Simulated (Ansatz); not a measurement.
Planning a run of Ansatz 0.2.0 on WS2 (Tungstenite). The input:

```yaml
crystal:
  lattice:
    - [3.18, 0.0, 0.0]
    - [-1.59, 2.753960784, 0.0]
    - [0.0, 0.0, 12.5]
  atoms:
    - { symbol: W, position: [0.3333333333, 0.6666666667, 0.25] }
    - { symbol: W, position: [0.6666666667, 0.3333333333, 0.75] }
    - { symbol: S, position: [0.3333333333, 0.6666666667, 0.625] }
    - { symbol: S, position: [0.6666666667, 0.3333333333, 0.125] }
    - { symbol: S, position: [0.3333333333, 0.6666666667, 0.875] }
    - { symbol: S, position: [0.6666666667, 0.3333333333, 0.375] }
kpoints:
  mp_grid: { grid: [6, 6, 2] }
hamiltonian:
  xc: pbe
scf:
  occupations: { method: fixed }
gw:
  n_empty_bands: 703
  ecut_chi: 200.0
  qp_bands: [v2, c2]
  qp_kpoints: band_edges
  screening: { model: contour_deformation }
```

The database entry behind the starting cell differs from later determinations by our own check (an axis about 1.4 % long against later determinations), so it need not match the best structure at ambient conditions.

```sh
ansatz run input.yaml --threads 3 --pin off --max-ram 64512MiB --backend cuda --events-out ev --progress --plain --runs-dir out --devices 1 --max-vram 24GiB  # rebuilt from the run's record
```

Question: How long will it take on 1 × NVIDIA H100 80GB HBM3 (shared by 3 runs) with 3 threads of AMD EPYC 7R13 (Zen 3), shared host, and how much memory?

It took 40 s; on shared hardware allow 20 s to 80 s. Peak host memory was 2.6 GiB. The sizes that set the cost: 2129 plane waves a state, 14 irreducible k points, 729 bands summed, 713 plane waves in the screening and 6 SCF cycles.

The screening grows as filled bands × empty bands × pairs of k points, times the square of the screening basis for the matrix.

[Paths, hosts, dates, memory and timing lines, banners, echoed tables and standing remarks are left out of the program output.]

[Logs are printed without paths, hosts, clocks, repeated set-up lines and the standing remarks that a program may print on its own settings, such as how far it seeks lower states.]

[Runs of the session that timed out or met a known fault of the program may be left out.]

[Cells called generated may have been cut or substituted from an entry of the Crystallography Open Database or the Materials Project.]

[Hosts, paths, dates, database ids (printed as entryN), source tags and the programs' standing remarks are cut or masked in the printed files.]
